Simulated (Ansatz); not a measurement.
# How well the gap of MoSeS (layered bulk) (P6_3mc) can be computed, part 2 of 2

Aim: a best estimate of the quasiparticle gap of MoSeS (layered bulk) (P6_3mc), with each correction and its cost laid out.

Ansatz 0.2.0; density functionals, hybrids, G0W0, plane waves, PAW. Known limits of the many-body steps: not at the basis limit; no spin-orbit coupling.

So far. Step 3 (PBEsol bands): The gap is indirect, with the least direct gap 1.19 eV higher. The pressure of 4 GPa says that this functional would expand the cell; it is kept. The relaxed cell has a = 3.167, c = 12.010 Å (conventional setting).

The structure was built from a prototype and need not be the compound's stable phase.

In doubt: masses and optical values from hybrid runs of this build are listed as unsure (step 8), which bears on the screening that GW takes from such a start.

### Step 4. PBEsol+SOC

The many-body steps leave out spin-orbit coupling, so its effect is taken from a two-component run, with twice the bands.

This step: DFT, PBEsol with spin-orbit coupling, plane waves, PAW; PAW set soft_1.

File input.yaml:

```yaml
crystal:
  lattice:
    - [3.1671178746, 0.0, 0.0]
    - [-1.5835589373, 2.7428045362, 0.0]
    - [0.0, 0.0, 12.0096143063]
  atoms:
    - { symbol: Mo, position: [0.3333333333, 0.6666666667, 0.2550024429] }
    - { symbol: S, position: [0.6666666667, 0.3333333333, 0.382195575] }
    - { symbol: Se, position: [0.6666666667, 0.3333333333, 0.1128019821] }
    - { symbol: Mo, position: [0.6666666667, 0.3333333333, 0.7550024429] }
    - { symbol: S, position: [0.3333333333, 0.6666666667, 0.882195575] }
    - { symbol: Se, position: [0.3333333333, 0.6666666667, 0.6128019821] }
kpoints:
  mp_grid: { grid: [12, 12, 2] }
  band_path:
    path:
      - [0.0, 0.0, 0.0]
      - [0.5, 0.0, 0.0]
      - [0.33333333, 0.33333333, 0.0]
      - [0.0, 0.0, 0.5]
      - [0.5, 0.0, 0.5]
      - [0.33333333, 0.33333333, 0.5]
      - [0.1666666667, 0.1666666667, 0.0]
    npoints: 1
hamiltonian:
  xc: pbesol
  pseudopotentials: { kind: paw_fr, azcp: { folder: soft_1 }, xc_functional: pbe }
scf:
  occupations: { method: fermi_dirac, width: 0.02 }
  n_extra_bands: 12
magnetization:
  noncollinear: true
  spin_orbit: true
output:
  eigenvalues: true
  forces: true
  stress: true
```

Command:

```bash
$ ansatz run input.yaml --threads 2 --pin off --max-ram 92160MiB --backend cuda --events-out ev --progress --plain --runs-dir out --devices 1 --max-vram 13GiB
```

Numbers of over 12 decimals in the logs are rounded to 6 here.

What it wrote:

```text
[...]
GPUs: using 1 of 1 available (devices: 1).
[...]
non-collinear run that drives no moment, with spin-orbit: no starting moment large enough to seed its density (crystal.atoms[].spin), no starting occupations that ask for one, no magnetisation constraint and no magnetic field, so the semilocal B_xc is pinned to zero
[...]
k-point 1: bands = [... 68 lower, 12.9944, 12.9944, 12.9944, 12.9944, 15.3124, 15.3124, 15.3124, 15.3124, ... 8 higher]
  k-point 2: bands = [... 68 lower, 12.5592, 12.5841, 12.9161, 12.9391, 15.2023, 15.2349, 15.2529, 15.2906, ... 8 higher]
  k-point 37: bands = [... 68 lower, 12.2880, 12.2880, 12.4455, 12.4455, 14.2417, 14.2417, 14.2550, 14.2550, ... 8 higher]
[key lines of the parts left out:]
SCF converged after 10 iterations
Magnetization: |M| = 0.0000 μB,  M = (+0.0000, +0.0000, +0.0000) μB
Free energy (F): -22420.780923 eV
Fermi energy:    13.409744 eV
P = ⅓ Tr σ = 4.1545 GPa (41.545 kbar)
```

Run time: 22 s. Hardware: 1 × NVIDIA H100 80GB HBM3 (shared by 6 runs) with 2 threads of AMD EPYC 7R13 (Zen 3), shared host; peak memory 1 GiB; 22 s of CPU time.

Numbers from this step:

```yaml
pressure: 4.155 GPa
gap: 0.4930 eV
valence_top_at: Γ
conduction_bottom_at: k = (0.167, 0.167, 0.000)
least_direct_gap: 1.656 eV
```

The gap stands −0.01 eV against PBEsol.

### Step 5. HSE06

HSE06 mixes in a quarter of exact exchange at short range. Exchange couples all pairs of k points, which makes a full band path dear, so levels are read on the mesh and at chosen points.

This step: DFT, HSE06, plane waves, PAW; PAW set soft_1.

Changes to input.yaml since step 4:

```diff
@@ -13,3 +13,3 @@
 kpoints:
-  mp_grid: { grid: [12, 12, 2] }
+  mp_grid: { grid: [6, 6, 2] }
   band_path:
@@ -25,13 +25,8 @@
 hamiltonian:
-  xc: pbesol
-  pseudopotentials: { kind: paw_fr, azcp: { folder: soft_1 }, xc_functional: pbe }
+  xc: hse06
+  pseudopotentials: { kind: paw, azcp: { folder: soft_1 } }
 scf:
-  occupations: { method: fermi_dirac, width: 0.02 }
-  n_extra_bands: 12
-magnetization:
-  noncollinear: true
-  spin_orbit: true
+  occupations: { method: fixed }
+  n_extra_bands: 6
 output:
   eigenvalues: true
-  forces: true
-  stress: true
```

What it wrote:

```text
[...]
GPUs: using 1 of 1 available (devices: 1).
[...]
davidson cushion auto → on  (no smearing: the cushion is to keep the highest requested band from converging to the state above it; pin scf.eigensolver.cushion to override)
[...]
GPU FFT provider: cuFFT
GPU libraries: cuBLAS 13.8.2, cuFFT 12.4.0, cuSOLVER 12.3.4
Crystal: 6 atoms, lattice volume = 104.325 Å³
Basis set: ecut = 420 eV, 2045 PW (Γ)
[...]
Fermi energy:    12.944502 eV
[...]
--- Band table (eV; the first three rows and the last of 14) ---
  k-point 0: bands = [... 32 lower, 10.9650, 11.0833, 12.1432, 12.9445, 15.8100, 15.8100, 15.8151, 15.8151, ... 2 higher]
  k-point 1: bands = [... 32 lower, 10.9144, 10.9144, 12.7141, 12.7141, 15.8044, 15.8044, 15.8044, 15.8044, ... 2 higher]
  k-point 2: bands = [... 32 lower, 10.6604, 11.1865, 11.8472, 11.9396, 14.9644, 15.3674, 15.4076, 15.7123, ... 2 higher]
  k-point 13: bands = [... 32 lower, 9.5232, 9.5232, 12.1239, 12.1239, 14.4935, 14.4935, 15.5488, 15.5488, ... 2 higher]
[key lines of the parts left out:]
Free energy (F): -22666.768465 eV
```

It took 37 s on 1 × NVIDIA H100 80GB HBM3 (shared by 6 runs) with 2 threads; peak memory 1.4 GiB.

This step gave:

* gap: 1.019 eV
* valence top at: Γ
* conduction bottom at: k = (0.167, 0.167, 0.000)
* least direct gap: 2.174 eV

The gap stands +0.52 eV against PBEsol.

### Step 6. G0W0, 9×9×2 mesh, 110 empty bands, screening to 60 eV, PAW set soft_1 files

G0W0 replaces the xc potential by the self-energy, built once from these orbitals. Only a window of levels is corrected, while the sums run over the empty bands that the input names. This step takes PAW set soft_1 files.

This step: G0W0 on PBEsol, plane waves, PAW; PAW set soft_1.

File input.yaml:

```yaml
crystal:
  lattice:
    - [3.1671178746, 0.0, 0.0]
    - [-1.5835589373, 2.7428045362, 0.0]
    - [0.0, 0.0, 12.0096143063]
  atoms:
    - { symbol: Mo, position: [0.3333333333, 0.6666666667, 0.2550024429] }
    - { symbol: S, position: [0.6666666667, 0.3333333333, 0.382195575] }
    - { symbol: Se, position: [0.6666666667, 0.3333333333, 0.1128019821] }
    - { symbol: Mo, position: [0.6666666667, 0.3333333333, 0.7550024429] }
    - { symbol: S, position: [0.3333333333, 0.6666666667, 0.882195575] }
    - { symbol: Se, position: [0.3333333333, 0.6666666667, 0.6128019821] }
kpoints:
  mp_grid: { grid: [9, 9, 2] }
hamiltonian:
  xc: pbesol
  pseudopotentials: { kind: paw, azcp: { folder: soft_1 }, xc_functional: pbe }
scf:
  occupations: { method: fixed }
gw:
  n_empty_bands: 110
  ecut_chi: 60
  qp_bands: [v2, c2]
  qp_kpoints: band_edges
  screening: { model: contour_deformation }
```

What it wrote:

```text
GPUs: using 1 of 1 available (devices: 1).
[...]
GPU FFT provider: cuFFT
GPU libraries: cuBLAS 13.8.2, cuFFT 12.4.0, cuSOLVER 12.3.4
Crystal: 6 atoms, lattice volume = 104.325 Å³
Basis set: ecut = 420 eV, 2045 PW (Γ)
Bands: 44, of which v1, the nominal top of the filled ones, is band 36 counted from 1 (35 counted from 0)
Symmetry: 12 space group operations
[...]
k-points: 24 of 162
[...]
1    38     15.3596   -13.8833    -3.8552   -18.5370  0.7484    16.1722    16.1581  root
[...]
23    35     12.3643   -18.8079     0.8201   -18.5049  0.7522    12.8791    12.8814  root
    23    36     12.3643   -18.8079     0.8201   -18.5049  0.7522    12.8791    12.8814  root
    23    37     14.2500   -16.0793    -3.5748   -20.5833  0.7473    15.1942    15.1792  root
    23    38     14.2500   -16.0793    -3.5748   -20.5833  0.7473    15.1942    15.1792  root
[key lines of the parts left out:]
SCF converged after 10 iterations
Free energy (F): -22418.164912 eV
Fermi energy:    13.171402 eV
```

The job ended after 46 s (1 × NVIDIA H100 80GB HBM3 (shared by 6 runs) with 2 threads; peak memory 1.3 GiB).

Numbers from this step:

| Property | Result |
| --- | --- |
| bands summed | 146 |
| RPA ε∞ on this mesh (eigenvalues) | 9.908, 16.95, 16.95 |
| plane waves in the screening matrix | 99 |
| G0W0 gap on the mesh | 0.8439 eV |
| k of the valence top | 0, 0, 0 |
| k of the conduction bottom | 0.1111, 0.2222, 0 |
| starting gap on the mesh | 0.5990 eV |
| least direct G0W0 gap on the computed points | 2.075 eV |

The gap on the mesh goes from 0.60 eV to 0.84 eV, a correction of +0.24 eV. Between the two edge states, bare exchange in place of the xc potential would open the gap by 4.43 eV, and correlation takes back 4.18 eV. The start differs from the 0.50 eV found before because this mesh misses an edge.

### Step 7. G0W0, 9×9×2 mesh, 435 empty bands, screening to 150 eV, PAW set soft_1 files

Bands and screening cutoff are moved together, since each hides the error of the other.

Changes to input.yaml since step 6:

```diff
@@ -20,4 +20,4 @@
 gw:
-  n_empty_bands: 110
-  ecut_chi: 60
+  n_empty_bands: 435
+  ecut_chi: 150.0
   qp_bands: [v2, c2]
```

What it wrote:

```text
GPUs: using 1 of 1 available (devices: 1).
[...]
GPU FFT provider: cuFFT
GPU libraries: cuBLAS 13.8.2, cuFFT 12.4.0, cuSOLVER 12.3.4
Crystal: 6 atoms, lattice volume = 104.325 Å³
Basis set: ecut = 420 eV, 2045 PW (Γ)
Bands: 44, of which v1, the nominal top of the filled ones, is band 36 counted from 1 (35 counted from 0)
Symmetry: 12 space group operations
[...]
k-points: 24 of 162
[...]
GPU buffer pool allocated for 46656 grid points (all kernels)
[...]
SCF iter   1: F=—  HF=-22419.913396 eV  |F-HF|=—  |Δ(HF+E_count)|=         —  Δρ=5.24e-2  dr2=5.83e0  ethr=3.10e-3  ⟨swp⟩=4.9  Hψ=3711  notcnv=0  defer=121
[...]
SCF iter  10: F=-22418.164912 eV  HF=-22418.164912 eV  |F-HF|=5.93e-10  |Δ(HF+E_count)|=   1.03e-7  Δρ=2.51e-6  dr2=4.50e-9  ethr=1.39e-10  ⟨swp⟩=9.9  Hψ=3893  notcnv=0
SCF 1 converged in 10 iterations: F = -22418.164912 eV  dr2 = 4.50e-9
[...]
G₀W₀ screening: q 1/24
[... further progress lines ...]
[...]
SCF converged after 10 iterations
Free energy (F): -22418.164912 eV
[...]
Internal energy: -22418.164912 eV  (E = F + TS)
E sigma→0 (E₀):  -22418.164912 eV
Fermi energy:    13.171402 eV
[...]
--- Band table (eV; the first three rows and the last of 24) ---
  k-point 0: bands = [... 32 lower, 11.3658, 11.4702, 12.5415, 13.1714, 15.3652, 15.3652, 15.3690, 15.3690, ... 4 higher]
  k-point 1: bands = [... 32 lower, 11.3226, 11.3226, 12.9902, 12.9902, 15.3596, 15.3596, 15.3596, 15.3596, ... 4 higher]
  k-point 2: bands = [... 32 lower, 11.2960, 11.5685, 12.5254, 12.7307, 15.1112, 15.1895, 15.2387, 15.2903, ... 4 higher]
  k-point 23: bands = [... 32 lower, 10.1639, 10.1639, 12.3643, 12.3643, 14.2500, 14.2500, 15.0788, 15.0788, ... 4 higher]
[...]
0    35     12.5415   -18.4109     1.3341   -16.7200  0.7601    12.1831    12.1848  root
     0    36     13.1714   -19.6653     0.2829   -19.3560  0.7463    13.1450    13.1450  root
     0    37     15.3652   -13.9361    -4.3813   -18.6145  0.7424    15.6639    15.6623  root
     0    38     15.3652   -13.9361    -4.3813   -18.6145  0.7424    15.6639    15.6623  root
     1    35     12.9902   -19.3272     0.5875   -18.6306  0.7502    12.8810    12.8811  root
     1    36     12.9902   -19.3272     0.5875   -18.6306  0.7502    12.8810    12.8811  root
     1    37     15.3596   -13.8833    -4.3705   -18.5370  0.7407    15.6444    15.6429  root
     1    38     15.3596   -13.8833    -4.3705   -18.5370  0.7407    15.6444    15.6429  root
     2    35     12.5254   -18.4793     1.3618   -16.7557  0.7600    12.1620    12.1637  root
     2    36     12.7307   -19.4314     0.5306   -18.8567  0.7464    12.6866    12.6866  root
     2    37     15.1112   -13.9813    -4.3095   -18.5708  0.7441    15.3927    15.3912  root
     2    38     15.1895   -13.8771    -4.2868   -18.4517  0.7510    15.4789    15.4773  root
     3    35     12.6817   -19.2290     0.7619   -18.3437  0.7496    12.5582    12.5584  root
     3    36     12.6817   -19.2290     0.7619   -18.3437  0.7496    12.5582    12.5584  root
     3    37     15.1656   -13.9897    -4.3502   -18.6522  0.7492    15.4799    15.4780  root
     3    38     15.1656   -13.9897    -4.3502   -18.6522  0.7492    15.4799    15.4780  root
     4    35     11.7737   -19.1449     1.0478   -18.0556  0.7376    11.7321    11.7321  root
     4    36     11.9044   -18.7688     1.4470   -17.0607  0.7476    11.6422    11.6433  root
     4    37     14.2107   -13.9528    -4.0201   -18.2716  0.7523    14.5106    14.5094  root
     4    38     14.7756   -14.3183    -4.0925   -18.6843  0.7422    15.0504    15.0490  root
     6    35     11.5218   -19.0107     1.2205   -17.7487  0.7360    11.4801    11.4802  root
     6    36     11.5710   -19.4491     1.4496   -17.7946  0.7483    11.3654    11.3661  root
     6    37     14.2662   -14.4471    -4.2516   -19.0732  0.7447    14.6429    14.6406  root
     6    38     14.5713   -15.3621    -4.3220   -20.0800  0.7363    14.9699    14.9672  root
[...]
22    35     12.2435   -18.6609     0.4459   -18.2543  0.7443    12.2829    12.2829  root
    22    36     12.5500   -19.2161     0.2656   -19.0068  0.7451    12.6064    12.6064  root
    22    37     14.2450   -16.1021    -4.0832   -20.6101  0.7370    14.6726    14.6698  root
    22    38     14.2450   -16.1021    -4.0832   -20.6101  0.7370    14.6726    14.6698  root
    23    35     12.3643   -18.8079     0.3510   -18.5049  0.7450    12.4123    12.4123  root
    23    36     12.3643   -18.8079     0.3510   -18.5049  0.7450    12.4123    12.4123  root
    23    37     14.2500   -16.0793    -4.0818   -20.5833  0.7372    14.6750    14.6722  root
    23    38     14.2500   -16.0793    -4.0818   -20.5833  0.7372    14.6750    14.6722  root
```

The job ended after 1.8 min (1 × NVIDIA H100 80GB HBM3 (shared by 6 runs) with 2 threads; peak memory 2.4 GiB).

This step gave:

- bands summed: 471
- RPA ε∞ on this mesh (eigenvalues): 9.798, 16.33, 16.33
- plane waves in the screening matrix: 461
- q-points in the mesh: 162
- G0W0 gap on the mesh: 0.9382 eV
- k of the valence top: 0, 0, 0
- k of the conduction bottom: 0.1111, 0.2222, 0
- starting gap on the mesh: 0.5990 eV
- Z at the valence top: 0.7463
- Z at the conduction bottom: 0.7557
- least direct G0W0 gap on the computed points: 2.063 eV

Against the run with 9×9×2 mesh, 110 empty bands, screening to 60 eV, PAW set soft_1 files, the gap moves by +0.09 eV.

Limits: finite bands, cutoff and mesh; no spin-orbit coupling. v1 is the top filled band, c1 the lowest empty one. Levels before and after the correction, in eV, zero at the valence-band top of each column:

|  | conduction bottom | valence top |
| --- | --- | --- |
| Kohn-Sham | 0.60 | 0.00 |
| G0W0 | 0.94 | 0.00 |

|  | level | occupation | energy (eV) |
| --- | --- | --- | --- |
| Kohn-Sham | Γ v2 | 2 | -0.630 |
| Kohn-Sham | Γ v1 | 2 | 0.000 |
| Kohn-Sham | Γ c1-c2 | 0 | 2.194 |
| Kohn-Sham | (0.111 0.222 0) v2 | 2 | -1.476 |
| Kohn-Sham | (0.111 0.222 0) v1 | 2 | -1.406 |
| Kohn-Sham | (0.111 0.222 0) c1 | 0 | 0.599 |
| Kohn-Sham | (0.111 0.222 0) c2 | 0 | 1.553 |
| G0W0 | Γ v2 | 2 | -0.960 |
| G0W0 | Γ v1 | 2 | 0.000 |
| G0W0 | Γ c1-c2 | 0 | 2.517 |
| G0W0 | (0.111 0.222 0) v2 | 2 | -1.507 |
| G0W0 | (0.111 0.222 0) v1 | 2 | -1.518 |
| G0W0 | (0.111 0.222 0) c1 | 0 | 0.938 |
| G0W0 | (0.111 0.222 0) c2 | 0 | 1.954 |

How the two edges are built up, in eV (the quasiparticle level is the starting level plus Σx plus Σc less Vxc):

| run | edge | start | Σx | Σc | Vxc | Z | QP |
| --- | --- | --- | --- | --- | --- | --- | --- |
| 146 bands | valence top | 13.17 | -19.67 | 0.83 | -19.36 | 0.76 | 13.69 |
| 146 bands | conduction bottom | 13.77 | -13.84 | -3.35 | -17.96 | 0.76 | 14.54 |
| 471 bands | valence top | 13.17 | -19.67 | 0.28 | -19.36 | 0.75 | 13.14 |
| 471 bands | conduction bottom | 13.77 | -13.84 | -3.81 | -17.96 | 0.76 | 14.08 |

### Step 8. G0W0@HSE06, 9×9×2 mesh, 202 empty bands, screening to 90 eV, PAW set soft_1 files

The same correction from a different start measures what one shot leaves open. Bands and cutoff are not those of the step before, so part of the change comes from them.

This step: G0W0 on HSE06, plane waves, PAW; PAW set soft_1.

Changes to input.yaml since step 7:

```diff
@@ -15,4 +15,4 @@
 hamiltonian:
-  xc: pbesol
-  pseudopotentials: { kind: paw, azcp: { folder: soft_1 }, xc_functional: pbe }
+  xc: hse06
+  pseudopotentials: { kind: paw, azcp: { folder: soft_1 } }
 scf:
@@ -20,4 +20,4 @@
 gw:
-  n_empty_bands: 435
-  ecut_chi: 150.0
+  n_empty_bands: 202
+  ecut_chi: 90
   qp_bands: [v2, c2]
```

What it wrote:

```text
GPUs: using 1 of 1 available (devices: 1).
[...]
GPU FFT provider: cuFFT
GPU libraries: cuBLAS 13.8.2, cuFFT 12.4.0, cuSOLVER 12.3.4
Crystal: 6 atoms, lattice volume = 104.325 Å³
Basis set: ecut = 420 eV, 2045 PW (Γ)
Bands: 44, of which v1, the nominal top of the filled ones, is band 36 counted from 1 (35 counted from 0)
Symmetry: 12 space group operations
[...]
k-points: 24 of 162
[...]
1    37     15.8054   -13.7297    -4.0220   -18.0125  0.7696    16.0672    16.0663  root
     1    38     15.8054   -13.7297    -4.0220   -18.0125  0.7696    16.0672    16.0663  root
[...]
23    35     12.1257   -18.7521     0.5676   -18.5337  0.7730    12.4740    12.4749  root
    23    36     12.1257   -18.7521     0.5676   -18.5337  0.7730    12.4740    12.4749  root
    23    37     14.4903   -15.9682    -3.6578   -20.0290  0.7673    14.8950    14.8932  root
    23    38     14.4903   -15.9682    -3.6578   -20.0290  0.7673    14.8950    14.8932  root
[key lines of the parts left out:]
Free energy (F): -22666.767242 eV
Fermi energy:    12.943297 eV
```

Run time: 99 s. Hardware: 1 × NVIDIA H100 80GB HBM3 (shared by 6 runs) with 2 threads; peak memory 2.4 GiB; 2.1 min of CPU time.

This step gave:

```yaml
bands_summed: 238
rpa_eps_infinity_on_this_mesh_eigenvalues: 7.446, 12.98, 12.98
plane_waves_in_the_screening_matrix: 229
g0w0_gap_on_the_mesh: 1.068 eV
k_of_the_valence_top: 0, 0, 0
k_of_the_conduction_bottom: 0.1111, 0.2222, 0
starting_gap_on_the_mesh: 1.123 eV
least_direct_g0w0_gap_on_the_computed_points: 2.208 eV
```

Against the run with 9×9×2 mesh, 435 empty bands, screening to 150 eV, PAW set soft_1 files on PBEsol, the gap moves by +0.13 eV, while the start moved by +0.52 eV.

### Step 9. The ladder

Times are wall times on 1 × NVIDIA H100 80GB HBM3 (shared by 6 runs) with 2 threads of AMD EPYC 7R13 (Zen 3), shared host, good to a factor of about two. G0W0 rows are gaps on the mesh, lowered by the amount that the mesh misses the start's edges, a rough step that assumes the same correction there.

| level | gap (eV) | least direct gap (eV) | time |
| --- | --- | --- | --- |
| PBEsol | 0.50 | 1.70 | 9 s |
| PBEsol+SOC | 0.49 | 1.66 | 22 s |
| HSE06 | 1.02 | 2.17 | 37 s |
| G0W0@PBEsol (110 empty bands) | 0.75 | - | 46 s |
| G0W0@PBEsol (435 empty bands) | 0.84 | - | 1.8 min |
| G0W0@HSE06 (202 empty bands) | 0.96 | - | 99 s |

### Step 10. Adding up the best estimate

| term | eV | running total (eV) |
| --- | --- | --- |
| G0W0 on the mesh, top rung | 0.938 | 0.938 |
| to the limit, by a line in one over the bands through the two top rungs | +0.042 | 0.981 |
| band edges off the mesh | −0.097 | 0.883 |
| spin-orbit change, from PBEsol | −0.009 | 0.875 |

### Step 11. Results

| Item | Value |
| --- | --- |
| PBEsol gap | 0.50 eV, indirect |
| HSE06 | 1.02 eV |
| G0W0, top rung on the mesh | 0.94 eV |
| best estimate, G0W0@PBEsol with spin-orbit change | 0.87 eV |
| GW settings of the top rung | 9×9×2 mesh, 435 empty bands, screening to 150 eV, PAW set soft_1 files |
| known limits | one-shot GW, static lattice; one k mesh, untested |

In words: The best estimate for G0W0@PBEsol is 0.87 eV, indirect by PBEsol+SOC, against 0.49 eV at the start (both with spin-orbit coupling). The limit rests on the two highest rungs, unchecked by another pair. The term for edges off the mesh assumes that the correction there equals that on the mesh, which is rough. Among the functionals HSE06 comes nearest: +0.14 eV from the estimate without its spin-orbit term (0.88 eV). All runs took 5.6 min, 75 % of it in G0W0.

[Paths, hosts, dates, memory and timing lines, banners, echoed tables and standing remarks are left out of the program output.]

[Logs are printed without paths, hosts, clocks, repeated set-up lines and the standing remarks that a program may print on its own settings, such as how far it seeks lower states.]

[Runs of the session that timed out or met a known fault of the program may be left out.]

[Cells called generated may have been cut or substituted from an entry of the Crystallography Open Database or the Materials Project.]

[Hosts, paths, dates, database ids (printed as entryN), source tags and the programs' standing remarks are cut or masked in the printed files.]
